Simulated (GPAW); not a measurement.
# Quasiparticle gap of ZnCu2SnS4 (I-4) in GPAW

How does a plane-wave GW calculation on ZnCu2SnS4 (I-4) run from the first input to the gap?

Method: PBE and many-body steps on it, plane waves, in GPAW 26.7.0.

**What was measured.**

- Gap 1.5 eV: direct optical gap from Tauc plot; UV-Vis diffuse reflectance, Kubelka-Munk and Tauc analysis; film (“Impact of excess and disordered Sn sites on Cu2ZnSnS4 absorber material and device performance: A 119Sn Mossbauer Study”, 2018, arxiv:1808.01870).

**1. Starting point**

It takes space group I-4 (No. 82, tetragonal). Conventional cell: a = 5.434 Å, b = 5.434 Å, c = 10.850 Å, α = 90.00°, β = 90.00°, γ = 90.00°. Nearest to Zn lie 4 S at 2.33 Å. Nearest to Cu lie 4 S at 2.33 Å. Sn has 4 S at 2.41 Å nearest. Nearest to S lie 1 Zn at 2.33 Å and 2 Cu at 2.33 Å and 1 Sn at 2.41 Å. Farther neighbours and most contacts between anions are not listed.

The cell and positions come from the Crystallography Open Database and are kept as given unless a step says otherwise.

**2. Ground state**

This step: GPAW 26.7.0; DFT, PBE, plane waves, PAW.

The ground-state density comes first.

run.py

```python
import json
import numpy as np
from gpaw.mpi import world
from ase import Atoms
from gpaw import GPAW, PW, FermiDirac

atoms = Atoms(['Zn', 'Cu', 'Cu', 'Sn', 'S', 'S', 'S', 'S'],
    cell=[[-2.7171000000, 2.7171000000, 5.4248000000],
      [2.7171000000, -2.7171000000, 5.4248000000],
      [2.7171000000, 2.7171000000, -5.4248000000]],
    scaled_positions=[[0.2500000000, 0.7500000000, 0.5000000000],
      [0.0000000000, 0.0000000000, 0.0000000000],
      [0.7500000000, 0.2500000000, 0.5000000000],
      [0.5000000000, 0.5000000000, 0.0000000000],
      [0.3716100000, 0.8844100000, 0.9996000000],
      [0.1155900000, 0.1151900000, 0.4872000000],
      [0.8848100000, 0.3720100000, 0.0004000000],
      [0.6279900000, 0.6283900000, 0.5128000000]],
    pbc=(True, True, True))
calc = GPAW(mode=PW(600),
    xc='PBE',
    kpts={'size': (6, 6, 6), 'gamma': True},
    occupations=FermiDirac(0.001),
    nbands=-10,
    convergence={'density': 1e-6, 'bands': -3},
    maxiter=100,
    txt='gs.txt')
atoms.calc = calc
res = {'energy': atoms.get_potential_energy()}
kpts = calc.get_ibz_k_points()
res['kpts'] = kpts
res['eigenvalues'] = [calc.get_eigenvalues(kpt=k) for k in range(len(kpts))]
res['n_electrons'] = calc.get_number_of_electrons()
calc.write('gs.gpw')

if world.rank == 0:
    with open('result.json', 'w') as f:
        json.dump(res, f, default=lambda x: x.tolist())
```

The run is started by

```
> mpirun -n 8 gpaw python run.py
```

Numbers of over 12 decimals in the logs are rounded to 6 here.

Log:

```text
__  _  _
 | _ |_)|_||  |
 |__||  | ||/\| - 26.7.0

Input parameters:
  mode=PW(ecut=600.0),
  convergence={'density': 1e-06, 'bands': -3},
  kpts=MonkhorstPack(size=(6, 6, 6), gamma=True),
  maxiter=100,
  nbands=-10,
  occupations=Occupations(name='fermi-dirac', width=0.001, fixmagmom=False),
  xc=XC(name='PBE')
  [... matrices ...]
Diagonalizing LCAO Hamiltonian
Converting LCAO to pw mode

        S

          Sn
               S
            Cu
                 Zn
                     S

          Cu
              S

Atoms  # Å, Bohr magnetons
|   | symbol |         x |        y |         z |    initial magnetic moments |
| 0 |     Zn |  2.717100 | 0.000000 |  2.712400 | ( 0.0000,  0.0000,  0.0000) |
| 1 |     Cu |  0.000000 | 0.000000 |  0.000000 | ( 0.0000,  0.0000,  0.0000) |
| 2 |     Cu |  0.000000 | 2.717100 |  2.712400 | ( 0.0000,  0.0000,  0.0000) |
| 3 |     Sn |  0.000000 | 0.000000 |  5.424800 | ( 0.0000,  0.0000,  0.0000) |
| 4 |      S |  4.109342 | 1.322684 |  1.391027 | ( 0.0000,  0.0000,  0.0000) |
| 5 |      S |  1.322684 | 1.324858 | -1.391027 | ( 0.0000,  0.0000,  0.0000) |
| 6 |      S | -1.392242 | 1.394416 |  6.815827 | ( 0.0000,  0.0000,  0.0000) |
| 7 |      S |  1.394416 | 1.392242 |  4.033773 | ( 0.0000,  0.0000,  0.0000) |

Unit cell  # Å
| periodic |         x |         y |         z |  lengths |     angles |
|      yes | -2.717100 |  2.717100 |  5.424800 | 6.647836 | 131.751160 |
|      yes |  2.717100 | -2.717100 |  5.424800 | 6.647836 | 131.751160 |
|      yes |  2.717100 |  2.717100 | -5.424800 | 6.647836 |  70.622328 |

Number of symmetries: 4
Symmetry operations  # r_c * U_cc + t_c -> r_c
|   | kind |            matrix            |
| 0 |  E   |  1, 0, 0,  0, 1, 0,  0, 0, 1 |
| 1 |  C2  |  0, 1, 0,  1, 0, 0, -1,-1,-1 |
| 2 |  S4  |  0, 0, 1, -1,-1,-1,  0, 1, 0 |
| 3 |  S4  | -1,-1,-1,  0, 0, 1,  1, 0, 0 |

BZ-sampling:
  Number of BZ points: 216
  Number of IBZ points: 36

  Monkhorst-Pack size: [6, 6, 6]
  Monkhorst-Pack shift: [0.083333, 0.083333, 0.083333]

K-points  # in reciprocal-cell coordinates
|     |                                coordinates |     weight |
|   0 | (  0.00000000,   0.00000000,   0.00000000) | 0.00462963 |
|   1 | (  0.16666667,  -0.16666667,   0.00000000) | 0.01851852 |
|   2 | (  0.16666667,  -0.16666667,   0.16666667) | 0.01851852 |
|   3 | (  0.16666667,   0.00000000,   0.00000000) | 0.03703704 |
|   4 | (  0.16666667,   0.16666667,  -0.16666667) | 0.00925926 |
|   5 | (  0.33333333,  -0.33333333,  -0.16666667) | 0.01851852 |
|   6 | (  0.33333333,  -0.33333333,   0.00000000) | 0.01851852 |
|   7 | (  0.33333333,  -0.33333333,   0.16666667) | 0.01851852 |
|   8 | (  0.33333333,  -0.33333333,   0.33333333) | 0.01851852 |
|   9 | (  0.33333333,  -0.16666667,  -0.16666667) | 0.03703704 |
| ... |                                            |            |
|  35 | (  0.50000000,   0.50000000,   0.50000000) | 0.00462963 |

Plane wave coefficients: 5397
Cutoff: 600.0 eV

Spin-components: 1 (collinear spins)
Bands:           46
Projectors:      44
Spin-degeneracy: 2
Datatype:        complex128

  Storage: CPU
  Wave functions: 142_998_912 bytes (17_874_864 per core)
  Projectors: 124_346_880 bytes (15_543_360 per core)
  [... matrices ...]
Parallelization:
  kpt:    4
  domain: 2
  band:   1

Density:
  Valence electrons: 72.0
  Components: 1
  Grid points: [40 40 40]
  Charge: 0.0  # |e|

Potential:
  Grid points: [40 40 40]

species:
  Zn:
    name:    Zinc
    Z:       30.0
    valence: 12
    core:    18
    charge:  0.0  # [|e|]
    compensation charges:
      type: gauss
      rc: 0.37  # [Å]
      lmax: 2
    cutoffs:
      filter: 2.14  # [Å]
      core: 2.28  # [Å]
    projectors
    | kind |    occ | energy [eV] | rcut [Å] |
    |   4s |  2.000 |      -5.977 |    1.286 |
    |   4p |  0.000 |      -1.117 |    1.270 |
    |   3d | 10.000 |     -10.142 |    1.180 |
    |    s |        |      21.234 |    1.286 |
    |    p |        |      26.095 |    1.270 |
    |    d |        |      17.070 |    1.180 |

    Using partial waves for Zn as LCAO basis

  Cu:
    name:    Copper
    Z:       29.0
    valence: 11
    core:    18
    charge:  0.0  # [|e|]
    compensation charges:
      type: gauss
      rc: 0.33  # [Å]
      lmax: 2
    cutoffs:
      filter: 2.06  # [Å]
      core: 2.43  # [Å]
    projectors
    | kind |    occ | energy [eV] | rcut [Å] |
    |   4s |  1.000 |      -4.609 |    1.164 |
    |   4p |  0.000 |      -0.698 |    1.164 |
    |   3d | 10.000 |      -5.039 |    1.058 |
    |    s |        |      22.603 |    1.164 |
    |    p |        |      26.513 |    1.164 |
    |    d |        |      22.172 |    1.058 |

    Using partial waves for Cu as LCAO basis

  Sn:
    name:    Tin
    Z:       50.0
    valence: 14
    core:    36
    charge:  0.0  # [|e|]
    compensation charges:
      type: gauss
      rc: 0.38  # [Å]
      lmax: 2
    cutoffs:
      filter: 2.23  # [Å]
      core: 2.35  # [Å]
    projectors
    | kind |    occ | energy [eV] | rcut [Å] |
    |   5s |  2.000 |     -10.538 |    1.201 |
    |   5p |  2.000 |      -3.696 |    1.270 |
    |   4d | 10.000 |     -25.845 |    1.185 |
    |    s |        |      16.674 |    1.201 |
    |    p |        |      23.515 |    1.270 |
    |    d |        |       1.367 |    1.185 |

    Using partial waves for Sn as LCAO basis

  S:
    name:    Sulfur
    Z:       16.0
    valence: 6
    core:    10
    charge:  0.0  # [|e|]
    compensation charges:
      type: gauss
      rc: 0.24  # [Å]
      lmax: 2
    cutoffs:
      filter: 1.77  # [Å]
      core: 1.66  # [Å]
    projectors
    | kind |    occ | energy [eV] | rcut [Å] |
    |   3s |  2.000 |     -17.254 |    0.974 |
    |   3p |  4.000 |      -7.008 |    0.979 |
    |    s |        |       9.957 |    0.974 |
    |    p |        |      20.203 |    0.979 |
    |    d |        |       0.000 |    0.900 |

    Using partial waves for S as LCAO basis

Reference energy: -350345.403232  # eV

eigensolver:
  PPCG
  Converge bands: -3
  niter=2

density mixing:
  MSR1-Mixer
  Pratt-step length: 0.05
  Maximum mixing coefficient: 0.75
  Old densities: 10
  SVD Regularization: 0.005
  Good broyden scale: 1.0
  Trust region scale: 1.0
  Backstep threshold: 4.0
  History deletion threshold: 6.0
  Fourier metric: weight=20.0, sigma=0.015

occupation numbers:
  Fermi-Dirac:
    width: 0.0010  # eV

poisson solver:
  ecut: 4800.0  # eV

xc functional:
  name: PBE with 2 nearest neighbor stencil

Initialization done in: 3.544 s

convergence criteria:
- Maximum integral of absolute [dens]ity change: 1e-06 electrons / valence electron
- Maximum [total energy] change in last 3 cyles: 0.0005 eV / valence electron
- Maximum integral of absolute [eigenst]ate change: 4e-08 eV^2 / valence electron
maximum number of iterations: 100

SCF iterations
|iter     |     time |      energy | eigst |  dens |
|iter:   1|  |  -34.473570 | +1.30 |       |
|iter:   2|  |  -34.045305 | +0.85 | -1.14 |
|iter:   3|  |  -32.886669 | +0.32 | -1.20 |
|iter:   4|  |  -32.750102 | +0.06 | -1.52 |
|iter:   5|  |  -32.632050 | -0.52 | -1.71 |
|iter:   6|  |  -32.638869 | -0.91 | -2.07 |
|iter:   7|  |  -32.637825c| -1.40 | -2.62 |
|iter:   8|  |  -32.637389c| -1.70 | -2.90 |
|iter:   9|  |  -32.637471c| -2.03 | -3.26 |
|iter:  10|  |  -32.637493c| -2.26 | -3.62 |
|iter:  11|  |  -32.637496c| -2.49 | -4.21 |
|iter:  12|  |  -32.637496c| -2.70 | -4.86 |
|iter:  13|  |  -32.637496c| -2.95 | -5.51 |
|iter:  14|  |  -32.637496c| -3.19 | -5.89 |
|iter:  15|  |  -32.637496c| -3.44 | -6.45c|
|iter:  16|  |  -32.637496c| -3.71 | -6.99c|
|iter:  17|  |  -32.637496c| -4.00 | -7.28c|
|iter:  18|  |  -32.637496c| -4.25 | -7.52c|
|iter:  19|  |  -32.637496c| -4.47 | -7.98c|
|iter:  20|  |  -32.637496c| -4.63 | -7.98c|
|iter:  21|  |  -32.637496c| -4.87 | -8.58c|
|iter:  22|  |  -32.637496c| -5.08 | -8.39c|
|iter:  23|  |  -32.637496c| -5.36 | -8.90c|
|iter:  24|  |  -32.637496c| -5.66 | -8.89c|
|iter:  25|  |  -32.637496c| -5.95 | -9.48c|
|iter:  26|  |  -32.637496c| -6.17 | -9.48c|
|iter:  27|  |  -32.637496c| -6.52 | -9.75c|
|iter:  28|  |  -32.637496c| -6.77 | -9.95c|
|iter:  29|  |  -32.637496c| -7.18 | -9.91c|
|iter:  30|  |  -32.637496c| -7.39 |-10.32c|
|iter:  31|  |  -32.637496c| -7.87c|-10.53c|

Converged in 31 steps
SCF loop duration: 118.143 s (3.811 s/step)
Energy contributions relative to reference atoms: (reference = -350345.403232)
  [... matrices ...]
Energy contributions:
  Kinetic:          27.977366
  Coulomb:         -28.220820
  Zero:              0.302129
  External:          0.000000
  Xc:              -32.696171
  Entropy:          -0.000000
  Spinorbit:         0.000000
  ----------------------------
  Free energy:     -32.637496
  Extrapolated:    -32.637496

dipole moment: (-14.656592, -15.174117, 6.521980)  # |e|*Ang

Fermi level: 5.659
Eigenvalues  # (at kpt = [0.000, 0.000, 0.000])
| band index |      eig [eV] | occ [0-2] |
|          0 |       -16.900 |     2.000 |
|        ... |               |           |
|         28 |         3.649 |     2.000 |
|         29 |         3.875 |     2.000 |
|         30 |         3.896 |     2.000 |
|         31 |         3.896 |     2.000 |
|         32 |         4.045 |     2.000 |
|         33 |         5.325 |     2.000 |
|         34 |         5.325 |     2.000 |
|         35 |         5.406 |     2.000 |
|         36 |         5.703 |     0.000 |
[...]
|         40 |         9.197 |     0.000 |
|         41 |        10.297 |     0.000 |
|         42 |        10.297 |     0.000 |
|         43 |        10.602 |     0.000 |
|        ... |               |           |
|         45 |        10.966 |     0.000 |

Gap: 0.297 eV
Transition (v -> c):
  (s=0, k=0, n=35, [0.00, 0.00, 0.00]) -> (s=0, k=0, n=36, [0.00, 0.00, 0.00])
No difference between direct/indirect transitions
# Writing to gs.gpw (mode='')
  [... matrices ...]
```

Run time: 2.1 min. Hardware: 8 MPI ranks of Arm Neoverse V1, shared host; peak memory 1.9 GiB; 15 min of CPU time.

Numbers from this step:

```yaml
total_energy: -32.64 eV
gap: 0.2973 eV
k_of_the_valence_top: 0, 0, 0
k_of_the_conduction_bottom: 0, 0, 0
least_direct_gap: 0.2973 eV
```

The gap is direct, at Γ.

**3. Bands along the symmetry lines**

The cheap functional maps the bands first; the places of the edges decide which points the dearer methods must see.

run.py

```python
import json
import numpy as np
from gpaw.mpi import world
from gpaw import GPAW

path = [[0.000000, 0.000000, 0.000000],
    [0.000000, 0.000000, 0.062500],
    [0.000000, 0.000000, 0.125000],
    [0.000000, 0.000000, 0.187500],
    [0.000000, 0.000000, 0.250000],
    [0.000000, 0.000000, 0.312500],
    [0.000000, 0.000000, 0.375000],
    [0.000000, 0.000000, 0.437500],
    [0.000000, 0.000000, 0.500000],
    [0.031250, 0.031250, 0.468750],
    [0.062500, 0.062500, 0.437500],
    [0.093750, 0.093750, 0.406250],
    [0.125000, 0.125000, 0.375000],
    [0.156250, 0.156250, 0.343750],
    [0.187500, 0.187500, 0.312500],
    [0.218750, 0.218750, 0.281250],
    [0.250000, 0.250000, 0.250000],
    [0.218750, 0.281250, 0.218750],
    [0.187500, 0.312500, 0.187500],
    [0.156250, 0.343750, 0.156250],
    [0.125000, 0.375000, 0.125000],
    [0.093750, 0.406250, 0.093750],
    [0.062500, 0.437500, 0.062500],
    [0.031250, 0.468750, 0.031250],
    [0.000000, 0.500000, 0.000000],
    [0.000000, 0.437500, 0.000000],
    [0.000000, 0.375000, 0.000000],
    [0.000000, 0.312500, 0.000000],
    [0.000000, 0.250000, 0.000000],
    [0.000000, 0.187500, 0.000000],
    [0.000000, 0.125000, 0.000000],
    [0.000000, 0.062500, 0.000000],
    [0.000000, 0.000000, 0.000000],
    [0.062500, 0.062500, -0.062500],
    [0.125000, 0.125000, -0.125000],
    [0.187500, 0.187500, -0.187500],
    [0.250000, 0.250000, -0.250000],
    [0.312500, 0.312500, -0.312500],
    [0.375000, 0.375000, -0.375000],
    [0.437500, 0.437500, -0.437500],
    [0.500000, 0.500000, -0.500000],
    [0.476590, 0.523410, -0.476590],
    [0.453179, 0.546821, -0.453179],
    [0.429769, 0.570231, -0.429769],
    [0.406358, 0.593642, -0.406358],
    [0.382948, 0.617052, -0.382948],
    [0.359538, 0.640462, -0.359538],
    [0.336127, 0.663873, -0.336127],
    [0.312717, 0.687283, -0.312717],
    [-0.312717, 0.312717, 0.312717],
    [-0.273627, 0.273627, 0.273627],
    [-0.234538, 0.234538, 0.234538],
    [-0.195448, 0.195448, 0.195448],
    [-0.156358, 0.156358, 0.156358],
    [-0.117269, 0.117269, 0.117269],
    [-0.078179, 0.078179, 0.078179],
    [-0.039090, 0.039090, 0.039090],
    [0.000000, 0.000000, 0.000000],
    [0.000000, 0.000000, 0.500000],
    [-0.015679, 0.015679, 0.500000],
    [-0.031358, 0.031358, 0.500000],
    [-0.047038, 0.047038, 0.500000],
    [-0.062717, 0.062717, 0.500000],
    [-0.078396, 0.078396, 0.500000],
    [-0.094075, 0.094075, 0.500000],
    [-0.109754, 0.109754, 0.500000],
    [-0.125434, 0.125434, 0.500000],
    [0.500000, 0.500000, -0.125434],
    [0.500000, 0.500000, -0.172254],
    [0.500000, 0.500000, -0.219075],
    [0.500000, 0.500000, -0.265896],
    [0.500000, 0.500000, -0.312717],
    [0.500000, 0.500000, -0.359538],
    [0.500000, 0.500000, -0.406358],
    [0.500000, 0.500000, -0.453179],
    [0.500000, 0.500000, -0.500000]]
calc = GPAW('gs.gpw').fixed_density(kpts=path,
    symmetry='off',
    nbands=46,
    convergence={'bands': 42},
    txt='bands.txt')
res = {}
kpts = calc.get_ibz_k_points()
res['kpts'] = kpts
res['eigenvalues'] = [calc.get_eigenvalues(kpt=k) for k in range(len(kpts))]
res['n_electrons'] = calc.get_number_of_electrons()

if world.rank == 0:
    with open('result.json', 'w') as f:
        json.dump(res, f, default=lambda x: x.tolist())
```

The run is started by

```
> mpirun -n 8 gpaw python run.py
```

Log:

```text
Diagonalizing LCAO Hamiltonian
Converting LCAO to pw mode
convergence criteria:
- Maximum integral of absolute [eigenst]ate change: 4e-08 eV^2 / valence electron
maximum number of iterations: 100

SCF iterations
|iter     |     time |      energy | eigst |  dens |
|iter:   1|  |             | +1.10 |       |
|iter:   2|  |             | +0.50 |       |
|iter:   3|  |             | +0.13 |       |
[...]
|iter:  27|  |             | -7.05 |       |
|iter:  28|  |             | -7.38 |       |
|iter:  29|  |             | -7.60c|       |
SCF steps: 29
  __  _  _
 | _ |_)|_||  |
 |__||  | ||/\| - 26.7.0

Input parameters:
  mode=PW(ecut=600.0),
  convergence={'bands': 42},
  gpts=array([40, 40, 40]),
  kpts=KPoints(kpts=array([[ 0.      ,  0.      ,  0.      ],
         [ 0.      ,  0.      ,  0.0625  ],
         [ 0.      ,  0.      ,  0.125   ],
         [ 0.      ,  0.      ,  0.1875  ],
[...]
[ 0.453179,  0.546821, -0.453179],
         [ 0.429769,  0.570231, -0.429769],
         [ 0.406358,  0.593642, -0.406358],
         [ 0.382948,  0.617052, -0.382948],
         [ 0.359538,  0.640462, -0.359538],
         [ 0.336127,  0.663873, -0.336127],
         [ 0.312717,  0.687283, -0.312717],
         [-0.312717,  0.312717,  0.312717],
         [-0.273627,  0.273627,  0.273627],
         [-0.234538,  0.234538,  0.234538],
         [-0.195448,  0.195448,  0.195448],
         [-0.156358,  0.156358,  0.156358],
         [-0.117269,  0.117269,  0.117269],
         [-0.078179,  0.078179,  0.078179],
         [-0.03909 ,  0.03909 ,  0.03909 ],
         [ 0.      ,  0.      ,  0.      ],
         [ 0.      ,  0.      ,  0.5     ],
         [-0.015679,  0.015679,  0.5     ],
         [-0.031358,  0.031358,  0.5     ],
         [-0.047038,  0.047038,  0.5     ],
[...]
[-0.109754,  0.109754,  0.5     ],
         [-0.125434,  0.125434,  0.5     ],
         [ 0.5     ,  0.5     , -0.125434],
         [ 0.5     ,  0.5     , -0.172254],
         [ 0.5     ,  0.5     , -0.219075],
[...]
[ 0.5     ,  0.5     , -0.406358],
         [ 0.5     ,  0.5     , -0.453179],
         [ 0.5     ,  0.5     , -0.5     ]])),
  maxiter=100,
  nbands=46,
  occupations=Occupations(name='fermi-dirac', width=0.001, fixmagmom=False),
  parallel={},
  symmetry=Symmetry(point_group=False, time_reversal=False),
  xc=XC(name='PBE')
```

The job ended after 3.4 min (8 MPI ranks; peak memory 2.8 GiB; 25 min of CPU time).

Numbers from this step:

- gap: 0.2973 eV
- k of the valence top: 0, 0, 0
- k of the conduction bottom: 0, 0, 0
- least direct gap: 0.2973 eV

The gap is 0.297 eV, as in the run before at this level.

Electronic bands along the path, in eV, zero at the top of the highest filled band:

| point | band 33 | band 34 | band 35 | band 36 | band 37 | band 38 | band 39 | band 40 |
| --- | --- | --- | --- | --- | --- | --- | --- | --- |
| Γ | -1.36 | -0.08 | -0.08 | 0.00 | 0.30 | 2.03 | 2.91 | 3.79 |
| halfway | -1.16 | -1.00 | -0.53 | -0.21 | 1.34 | 2.96 | 3.30 | 3.59 |
| X | -0.76 | -0.65 | -0.47 | -0.40 | 0.84 | 2.32 | 3.17 | 4.16 |
| halfway | -0.75 | -0.69 | -0.50 | -0.48 | 0.96 | 2.54 | 3.12 | 3.88 |
| P | -0.74 | -0.73 | -0.56 | -0.52 | 1.08 | 2.87 | 3.06 | 3.48 |
| halfway | -0.98 | -0.92 | -0.66 | -0.61 | 1.38 | 2.95 | 3.36 | 3.80 |
| N | -1.10 | -1.04 | -0.98 | -0.47 | 1.76 | 3.18 | 3.30 | 4.25 |
| halfway | -1.25 | -0.83 | -0.50 | -0.21 | 1.33 | 2.89 | 3.04 | 3.44 |
| Γ | -1.36 | -0.08 | -0.08 | 0.00 | 0.30 | 2.03 | 2.91 | 3.79 |
| halfway | -1.35 | -0.67 | -0.42 | -0.42 | 1.27 | 2.22 | 2.82 | 2.82 |
| M | -1.10 | -1.01 | -0.81 | -0.81 | 1.51 | 2.07 | 2.07 | 2.46 |
| halfway | -1.12 | -0.95 | -0.82 | -0.70 | 1.58 | 2.18 | 2.48 | 2.97 |
| S | -1.24 | -1.03 | -0.65 | -0.52 | 1.69 | 2.50 | 3.15 | 3.90 |
| jump to S0 | -1.24 | -1.03 | -0.65 | -0.52 | 1.69 | 2.50 | 3.15 | 3.90 |
| halfway | -1.20 | -0.85 | -0.56 | -0.37 | 1.53 | 3.19 | 3.26 | 3.44 |
| Γ | -1.36 | -0.08 | -0.08 | 0.00 | 0.30 | 2.03 | 2.91 | 3.79 |
| jump to X | -0.76 | -0.65 | -0.47 | -0.40 | 0.84 | 2.32 | 3.17 | 4.16 |
| halfway | -0.77 | -0.66 | -0.52 | -0.46 | 0.90 | 2.38 | 3.30 | 4.13 |
| R | -0.79 | -0.70 | -0.63 | -0.57 | 1.06 | 2.53 | 3.58 | 3.91 |
| jump to G | -0.79 | -0.70 | -0.63 | -0.57 | 1.06 | 2.53 | 3.58 | 3.91 |
| halfway | -0.90 | -0.88 | -0.81 | -0.78 | 1.53 | 2.52 | 2.66 | 3.24 |
| M | -1.10 | -1.01 | -0.81 | -0.81 | 1.51 | 2.07 | 2.07 | 2.46 |

(Part 1 of 2 ends here.)

[Paths, hosts, dates, memory and timing lines, banners, echoed tables and standing remarks are left out of the program output.]

[Logs are printed without paths, hosts, clocks, repeated set-up lines and the standing remarks that a program may print on its own settings, such as how far it seeks lower states.]

[Runs of the session that timed out or met a known fault of the program may be left out.]

[Hosts, paths, dates, database ids (printed as entryN), source tags and the programs' standing remarks are cut or masked in the printed files.]
